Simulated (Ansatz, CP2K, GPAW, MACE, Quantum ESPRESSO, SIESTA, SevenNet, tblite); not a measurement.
# SIESTA on H-capped AlP nanocrystal (rod) (34 atoms): settings against a plane-wave reference, part 2 of 3

Aim: run H-capped AlP nanocrystal (rod) (34 atoms) in SIESTA and see how near its forces come to a plane-wave reference, and at what cost.

Program: SIESTA 5.4.2; the method stands at each step. Banners, paths, timers and routine set-up lines are dropped from the logs unmarked, and long logs keep their key lines alone; longer cuts are marked. The potentials were converted by us to PSML.

So far. Step 3 (PBE, SZ, shift 0.01 Ry, mesh 300 Ry): Against the first run (21 %), the force difference from the reference is 158 %, at 0.61 times the CPU time, with 70 basis functions against 266: the smaller basis costs accuracy. Step 4 (PBE, TZP, shift 0.01 Ry, mesh 300 Ry): Against the first run (21 %), the force difference from the reference is 19 %, at 1.2 times the CPU time, with 336 basis functions against 266.

## 5. PBE, DZP, shift 0.005 Ry, mesh 300 Ry

Method: Kohn-Sham DFT, PBE, PseudoDojo 0.4.1 norm-conserving pseudopotentials (converted to PSML), numerical atomic orbitals (DZP), diagonalisation.

File input.fdf:

```
SystemLabel cell
NumberOfAtoms 34
NumberOfSpecies 3
%block ChemicalSpeciesLabel
  1 15 P
  2 13 Al
  3 1 H
%endblock ChemicalSpeciesLabel
LatticeConstant 1.0 Ang
%block LatticeVectors
  15.82930 0.00000 0.00000
  0.00000 15.82930 0.00000
  0.00000 0.00000 21.29230
%endblock LatticeVectors
PAO.BasisSize DZP
PAO.EnergyShift 0.005 Ry
XC.Functional GGA
XC.Authors PBE
MeshCutoff 300 Ry
%block kgrid_Monkhorst_Pack
  1 0 0 0.0
  0 1 0 0.0
  0 0 1 0.0
%endblock kgrid_Monkhorst_Pack
SolutionMethod diagon
OccupationFunction FD
ElectronicTemperature 580 K
SCF.Mixer.Method Pulay
SCF.Mixer.Weight 0.05
SCF.Mixer.History 8
SCF.Mix Hamiltonian
MaxSCFIterations 300
SCF.DM.Tolerance 1e-04
SCF.H.Tolerance 1.0e-3 eV
WriteForces T
Write.HirshfeldPop T
Write.VoronoiPop T
Write.DM F
Write.H F
XML.Write F
AtomicCoordinatesFormat Fractional
%block AtomicCoordinatesAndAtomicSpecies
[... 34 atom lines left out: the same atoms as in the first run ...]
%endblock AtomicCoordinatesAndAtomicSpecies
```

Started as:

```sh
$ OMP_NUM_THREADS=1 siesta < input.fdf > output.txt
```

Output:

```text
Version         : 5.4.2
reinit: System Name:
reinit: System Label: cell
initatom: Reading input for the pseudopotentials and atomic orbitals ----------
Species number:   1 Atomic number:   15 Label: P
Species number:   2 Atomic number:   13 Label: Al
Species number:   3 Atomic number:    1 Label: H
Ground state valence configuration (from tables):   3s02  3p03  3d00  4f00
Ground state valence configuration (from tables):   3s02  3p01  3d00  4f00
Ground state valence configuration (from tables):   1s01  2p00  3d00  4f00
---- Processing specs for species: P
GGA--PBE XC_GGA_X_PBE--XC_GGA_C_PBE pb
---- Processing specs for species: Al
GGA--PBE XC_GGA_X_PBE--XC_GGA_C_PBE pb
---- Processing specs for species: H
GGA--PBE XC_GGA_X_PBE--XC_GGA_C_PBE pb
[... lines left out ...]
stepf: Fermi-Dirac step function
        iscf     Eharris(eV)        E_KS(eV)     FreeEng(eV)     dDmax    Ef(eV) dHmax(eV)
[... lines left out ...]
SCF Convergence by DM+H criterion
[... lines left out ...]
SCF cycle converged after 12 iterations
[... lines left out ...]
   Max    3.441085
[... lines left out ...]
   Max    3.441085    constrained
Stress tensor Voigt[x,y,z,yz,xz,xy] (kbar):       -3.31       -3.48       -3.26       -1.32        0.65        0.12
[... lines left out ...]
siesta: FreeEng =     -1853.321182
[... lines left out ...]
siesta:       Hartree =    3923.683866
siesta:         Exch. =    -643.902478
siesta:         Corr. =     -69.648975
siesta:   Exch.-corr. =    -713.551453
siesta:  Ion-electron =   -8623.800778
siesta:       Ion-ion =    2697.194544
siesta:         Total =   -1853.321182
siesta:         Fermi =      -4.269066
siesta: Stress tensor (static) (eV/Ang**3):
siesta:    -0.002068    0.000072    0.000408
siesta:     0.000072   -0.002171   -0.000823
siesta:     0.000408   -0.000823   -0.002034
siesta: Cell volume =       5335.142166 Ang**3
siesta: Pressure (static):
siesta:                Solid            Molecule  Units
siesta:           0.00002277         -0.00000006  Ry/Bohr**3
siesta:           0.00209096         -0.00000580  eV/Ang**3
siesta:           3.35008998         -0.00929103  kBar
    Orbital volume contribution        =          20.745863 eV
    (Free)E + p_basis*V_orbitals       =       -1832.575319 eV
    (Free)Eharris+ p_basis*V_orbitals  =       -1832.575320 eV
siesta: Electric dipole (a.u.)  =   -1.855667   -2.261891   -2.485598
siesta: Electric dipole (Debye) =   -4.716635   -5.749154   -6.317760
Hirshfeld Atomic Populations:
Atom #   charge [q] valence [e]  Species
     1     0.105602    4.894398  P
     2     0.090281    4.909719  P
     3     0.094400    4.905600  P
[...]
6     0.181475    2.818525  Al
     7     0.201337    2.798663  Al
     8     0.187219    2.812781  Al
[...]
13     0.049554    0.950446  H
    14     0.026825    0.973175  H
    15     0.010720    0.989280  H
[...]
--------------------
 Total    -0.000002
Voronoi Atomic Populations:
Atom #   charge [q] valence [e]  Species
[...]
5     0.032876    4.967124  P
[...]
9    -0.089518    5.089518  P
[...]
11     0.261487    2.738513  Al
    12     0.246719    2.753281  Al
[...]
33    -0.219428    1.219428  H
    34    -0.182624    1.182624  H
--------------------
 Total    -0.000002
```

It took 87 s on 1 thread of Arm Neoverse V2, shared host; peak memory 1.3 GiB.

Numbers from this run, and their distance from the reference:

```yaml
r_m_s_force_component: 0.9528 eV/Å
r_m_s_difference_of_force_components: 201.7 meV/Å
longest_difference_of_force_vectors: 710.9 meV/Å
force_difference_over_r_m_s_force: 23.76 %
slope_of_forces_against_the_reference_s: 1.101
correlation_of_force_components: 0.9815
spacing_of_highest_filled_and_lowest_empty_level: 3.157 eV
gap_difference: 0.0831 eV
```

Against the first run (21 %), the force difference from the reference is 24 %, at 1.2 times the CPU time.

## 6. PBE, DZP, shift 0.01 Ry, mesh 150 Ry

Method: Kohn-Sham DFT, PBE, PseudoDojo 0.4.1 norm-conserving pseudopotentials (converted to PSML), numerical atomic orbitals (DZP), diagonalisation.

input.fdf: that of step 5 with these lines changed.

```diff
@@ -15,6 +15,6 @@
 PAO.BasisSize DZP
-PAO.EnergyShift 0.005 Ry
+PAO.EnergyShift 0.01 Ry
 XC.Functional GGA
 XC.Authors PBE
-MeshCutoff 300 Ry
+MeshCutoff 150 Ry
 %block kgrid_Monkhorst_Pack
```

Output:

```text
Version         : 5.4.2
reinit: System Name:
reinit: System Label: cell
initatom: Reading input for the pseudopotentials and atomic orbitals ----------
Species number:   1 Atomic number:   15 Label: P
Species number:   2 Atomic number:   13 Label: Al
Species number:   3 Atomic number:    1 Label: H
Ground state valence configuration (from tables):   3s02  3p03  3d00  4f00
[... lines left out ...]
SCF Convergence by DM+H criterion
[... lines left out ...]
SCF cycle converged after 12 iterations
[... lines left out ...]
   Max    3.436919
[... lines left out ...]
   Max    3.436919    constrained
Stress tensor Voigt[x,y,z,yz,xz,xy] (kbar):       -2.83       -2.98       -2.72       -1.28        0.67        0.13
[... lines left out ...]
siesta: FreeEng =     -1852.911036
[... lines left out ...]
siesta:         Fermi =      -4.194822
[... lines left out ...]
siesta:           2.84175457          0.00848322  kBar
[... lines left out ...]
siesta: Electric dipole (Debye) =   -4.787346   -5.779555   -6.342243
Hirshfeld Atomic Populations:
Atom #   charge [q] valence [e]  Species
     1     0.126380    4.873620  P
     2     0.109950    4.890050  P
     3     0.114250    4.885750  P
[...]
6     0.165981    2.834019  Al
     7     0.185596    2.814404  Al
     8     0.169552    2.830448  Al
[...]
13     0.046869    0.953131  H
    14     0.023359    0.976641  H
    15     0.007186    0.992814  H
[...]
--------------------
 Total    -0.000009
Voronoi Atomic Populations:
Atom #   charge [q] valence [e]  Species
[...]
5     0.067035    4.932965  P
[...]
9    -0.043820    5.043820  P
[...]
11     0.267402    2.732598  Al
    12     0.253873    2.746127  Al
[...]
33    -0.227166    1.227166  H
    34    -0.195400    1.195400  H
--------------------
 Total    -0.000005
```

Wall time 22 s (1 thread); peak memory 0.48 GiB.

Compared with the plane-wave run:

* r.m.s. force component: 0.9409 eV/Å
* r.m.s. difference of force components: 175 meV/Å
* longest difference of force vectors: 644.4 meV/Å
* force difference over r.m.s. force: 20.61 %
* slope of forces against the reference's: 1.093
* correlation of force components: 0.9861
* gap (highest filled to lowest empty level): 3.185 eV
* gap difference: 0.1109 eV
* energy less the same-level run's: 0.0449 meV/atom
* r.m.s. force difference from the same-level run: 3.31 meV/Å

This is a coarse setting, run to see what it loses.

Against the first run (21 %), the force difference from the reference is 21 %, at 0.32 times the CPU time: the change moves forces by 3.3 meV/Å r.m.s., so most of the difference comes from elsewhere.

## 7. Relaxation (PBE, SZP, shift 0.02 Ry, mesh 250 Ry)

Method: Kohn-Sham DFT, PBE, PseudoDojo 0.4.1 norm-conserving pseudopotentials (converted to PSML), numerical atomic orbitals (SZP), diagonalisation.

input.fdf: that of step 6 with these lines changed.

```diff
@@ -14,7 +14,7 @@
 %endblock LatticeVectors
-PAO.BasisSize DZP
-PAO.EnergyShift 0.01 Ry
+PAO.BasisSize SZP
+PAO.EnergyShift 0.02 Ry
 XC.Functional GGA
 XC.Authors PBE
-MeshCutoff 150 Ry
+MeshCutoff 250 Ry
 %block kgrid_Monkhorst_Pack
@@ -31,8 +31,11 @@
 SCF.Mix Hamiltonian
-MaxSCFIterations 300
+MaxSCFIterations 200
 SCF.DM.Tolerance 1e-04
 SCF.H.Tolerance 1.0e-3 eV
+MD.TypeOfRun CG
+MD.Steps 42
+MD.MaxForceTol 0.05 eV/Ang
+WriteCoorStep T
+WriteMDHistory T
 WriteForces T
-Write.HirshfeldPop T
-Write.VoronoiPop T
 Write.DM F
```

Started as:

```sh
$ OMP_NUM_THREADS=1 mpirun -np 4 siesta < input.fdf > output.txt
```

Output:

```text
Version         : 5.4.2
reinit: System Name:
reinit: System Label: cell
initatom: Reading input for the pseudopotentials and atomic orbitals ----------
Species number:   1 Atomic number:   15 Label: P
Species number:   2 Atomic number:   13 Label: Al
Species number:   3 Atomic number:    1 Label: H
Ground state valence configuration (from tables):   3s02  3p03  3d00  4f00
Ground state valence configuration (from tables):   3s02  3p01  3d00  4f00
Ground state valence configuration (from tables):   1s01  2p00  3d00  4f00
---- Processing specs for species: P
GGA--PBE XC_GGA_X_PBE--XC_GGA_C_PBE pb
---- Processing specs for species: Al
GGA--PBE XC_GGA_X_PBE--XC_GGA_C_PBE pb
---- Processing specs for species: H
GGA--PBE XC_GGA_X_PBE--XC_GGA_C_PBE pb
P pseudopotential only contains V_ls up to l=2 -- lmxkb reset.
Al pseudopotential only contains V_ls up to l=2 -- lmxkb reset.
H pseudopotential only contains V_ls up to l=1 -- lmxkb reset.
Using PAO.SplitTailNorm
%block ChemicalSpeciesLabel
    1   15 P                       # Species index, atomic number, species label
[... lines left out ...]
   Max    0.283903    constrained
Stress tensor Voigt[x,y,z,yz,xz,xy] (kbar):        0.10        0.12        0.45        0.14        0.04       -0.02
[... lines left out ...]
        iscf     Eharris(eV)        E_KS(eV)     FreeEng(eV)     dDmax    Ef(eV) dHmax(eV)
[... lines left out ...]
SCF Convergence by DM+H criterion
[... lines left out ...]
SCF cycle converged after 5 iterations
[... lines left out ...]
   Max    0.136572
[... lines left out ...]
   Max    0.136572    constrained
Stress tensor Voigt[x,y,z,yz,xz,xy] (kbar):        0.10        0.12        0.42        0.08        0.02        0.00
[... lines left out ...]
cgvc: Finished line minimization   16.  Mean atomic displacement =    0.0303
outcoor: Final (unrelaxed) atomic coordinates (fractional):
    0.37586299    0.54224997    0.40361052   1       1  P
    0.37929677    0.54127453    0.65843000   1       2  P
    0.54119202    0.37609143    0.40353154   1       3  P
    0.54162556    0.37815675    0.65773807   1       4  P
    0.53875348    0.53944781    0.28232117   1       5  P
    0.45021015    0.64578262    0.33596310   2       6  Al
    0.64447372    0.45062920    0.33582503   2       7  Al
    0.44532202    0.44595610    0.47834939   2       8  Al
    0.53746629    0.53672728    0.53689974   1       9  P
    0.45299847    0.64532746    0.59064265   2      10  Al
    0.64574956    0.45247623    0.59081611   2      11  Al
    0.44979149    0.44861153    0.73560226   2      12  Al
    0.31238739    0.58995302    0.44220696   3      13  H
    0.31262428    0.49222972    0.36647984   3      14  H
    0.31658869    0.49227729    0.62027615   3      15  H
[...]
0.38381456    0.38275884    0.76857451   3      33  H
    0.51446683    0.51211122    0.77273134   3      34  H
siesta: Program's energy decomposition (eV):
siesta: Ebs     =      -691.899611
siesta: Eions   =      3716.728297
siesta: Ena     =      1521.729050
siesta: Ekin    =       798.509620
siesta: Enl     =       188.596191
siesta: DEna    =        48.449594
siesta: DUscf   =         6.790741
siesta: Ex      =      -622.349265
siesta: Ec      =       -69.184587
siesta: Exc     =      -691.533852
siesta: Eharris =     -1844.186953
siesta: Etot    =     -1844.186952
siesta: FreeEng =     -1844.186952
siesta: Final energy (eV):
siesta:  Band Struct. =    -691.899611
siesta:       Kinetic =     798.509620
siesta:       Hartree =    3771.296140
siesta:         Exch. =    -622.349265
siesta:         Corr. =     -69.184587
siesta:   Exch.-corr. =    -691.533852
siesta:  Ion-electron =   -8261.825944
siesta:       Ion-ion =    2539.367084
siesta:         Total =   -1844.186952
siesta:         Fermi =      -3.798242
siesta: Stress tensor (static) (eV/Ang**3):
siesta:     0.000060    0.000002    0.000014
siesta:     0.000002    0.000077    0.000053
siesta:     0.000014    0.000053    0.000262
siesta: Cell volume =       5335.142166 Ang**3
siesta: Pressure (static):
siesta:                Solid            Molecule  Units
siesta:          -0.00000145         -0.00000002  Ry/Bohr**3
siesta:          -0.00013291         -0.00000207  eV/Ang**3
siesta:          -0.21293922         -0.00331684  kBar
    Orbital volume contribution        =           9.680426 eV
    (Free)E + p_basis*V_orbitals       =       -1834.506526 eV
    (Free)Eharris+ p_basis*V_orbitals  =       -1834.506527 eV
siesta: Electric dipole (a.u.)  =   -1.150832   -1.139303   -2.003584
siesta: Electric dipole (Debye) =   -2.925124   -2.895818   -5.092602
```

The job ended after 4.2 min (4 MPI ranks; peak memory 1.4 GiB).

This basis is small, so path and final geometry are those of the cheap level.

The walk was cut short by its limit; what follows describes the steps that were made.

The steps of the relaxation (22 of 43):

| step | energy less that of the first step (eV) | largest force (eV/Å) |
| --- | --- | --- |
| 0 | 0.0000 | 5.9937 |
| 2 | -1.8025 | 1.7072 |
| 4 | -1.8189 | 1.8849 |
| 6 | -2.5271 | 2.6320 |
| 8 | -3.4908 | 1.1616 |
| 10 | -3.4972 | 1.2371 |
| 12 | -3.6100 | 0.8189 |
| 14 | -3.5249 | 1.3884 |
| 16 | -3.6991 | 0.9871 |
| 18 | -3.7463 | 0.3808 |
| 20 | -3.7634 | 0.1929 |
| 22 | -3.7640 | 0.2587 |
| 24 | -3.7775 | 0.2264 |
| 26 | -3.7725 | 0.9131 |
| 28 | -3.8065 | 0.1790 |
| 30 | -3.8084 | 0.2614 |
| 32 | -3.8171 | 0.1477 |
| 34 | -3.8229 | 0.1918 |
| 36 | -3.8279 | 0.3729 |
| 38 | -3.8424 | 0.1575 |
| 40 | -3.8456 | 0.2309 |
| 42 | -3.8537 | 0.1533 |

The atoms that moved most (Å):

| atom | dx | dy | dz | length |
| --- | --- | --- | --- | --- |
| H28 | -0.146 | -0.255 | -0.213 | 0.363 |
| Al6 | -0.044 | 0.329 | -0.113 | 0.351 |
| Al10 | -0.038 | 0.348 | 0.005 | 0.350 |
| H33 | -0.228 | -0.232 | 0.083 | 0.336 |
| H27 | -0.203 | -0.235 | 0.116 | 0.331 |
| Al8 | -0.144 | -0.168 | 0.230 | 0.320 |
| H26 | 0.135 | -0.179 | -0.219 | 0.313 |
| H30 | -0.195 | -0.021 | -0.236 | 0.307 |

The relaxed structure:

```cif
data_structure
_symmetry_space_group_name_H-M 'P 1'
_symmetry_Int_Tables_number 1
_cell_length_a 15.8293
_cell_length_b 15.8293
_cell_length_c 21.2923
_cell_angle_alpha 90.000
_cell_angle_beta 90.000
_cell_angle_gamma 90.000
_cell_volume 5335.14
loop_
_atom_site_label
_atom_site_type_symbol
_atom_site_fract_x
_atom_site_fract_y
_atom_site_fract_z
_atom_site_occupancy
P1 P 0.37586 0.54225 0.40361 1
P2 P 0.37930 0.54127 0.65843 1
P3 P 0.54119 0.37609 0.40353 1
P4 P 0.54163 0.37816 0.65774 1
P5 P 0.53875 0.53945 0.28232 1
Al6 Al 0.45021 0.64578 0.33596 1
Al7 Al 0.64447 0.45063 0.33583 1
Al8 Al 0.44532 0.44596 0.47835 1
P9 P 0.53747 0.53673 0.53690 1
Al10 Al 0.45300 0.64533 0.59064 1
Al11 Al 0.64575 0.45248 0.59082 1
Al12 Al 0.44979 0.44861 0.73560 1
H13 H 0.31239 0.58995 0.44221 1
H14 H 0.31262 0.49223 0.36648 1
H15 H 0.31659 0.49228 0.62028 1
H16 H 0.31377 0.58975 0.69458 1
H17 H 0.49083 0.31271 0.36683 1
H18 H 0.58950 0.31297 0.44208 1
H19 H 0.58871 0.31127 0.69323 1
H20 H 0.49200 0.31637 0.61878 1
H21 H 0.48897 0.48968 0.23465 1
H22 H 0.58728 0.58819 0.23426 1
H23 H 0.51530 0.69319 0.38419 1
H24 H 0.38410 0.69038 0.28708 1
H25 H 0.69147 0.51644 0.38425 1
H26 H 0.68988 0.38533 0.28689 1
H27 H 0.38157 0.38172 0.51627 1
H28 H 0.57962 0.57729 0.48097 1
H29 H 0.50761 0.70182 0.64066 1
H30 H 0.38555 0.68457 0.53991 1
H31 H 0.68616 0.38601 0.53972 1
H32 H 0.70093 0.50814 0.64118 1
H33 H 0.38381 0.38276 0.76857 1
H34 H 0.51447 0.51211 0.77273 1
```

(Part 2 of 3 ends here.)

[Also dropped from logs without a mark: logging warnings of Python, and SIESTA's first energy breakdown and zero terms.]

[Logs are printed without paths, hosts, clocks, repeated set-up lines and the standing remarks that a program may print on its own settings, such as how far it seeks lower states.]

[Hosts, paths, dates, database ids (printed as entryN), source tags and the programs' standing remarks are cut or masked in the printed files.]
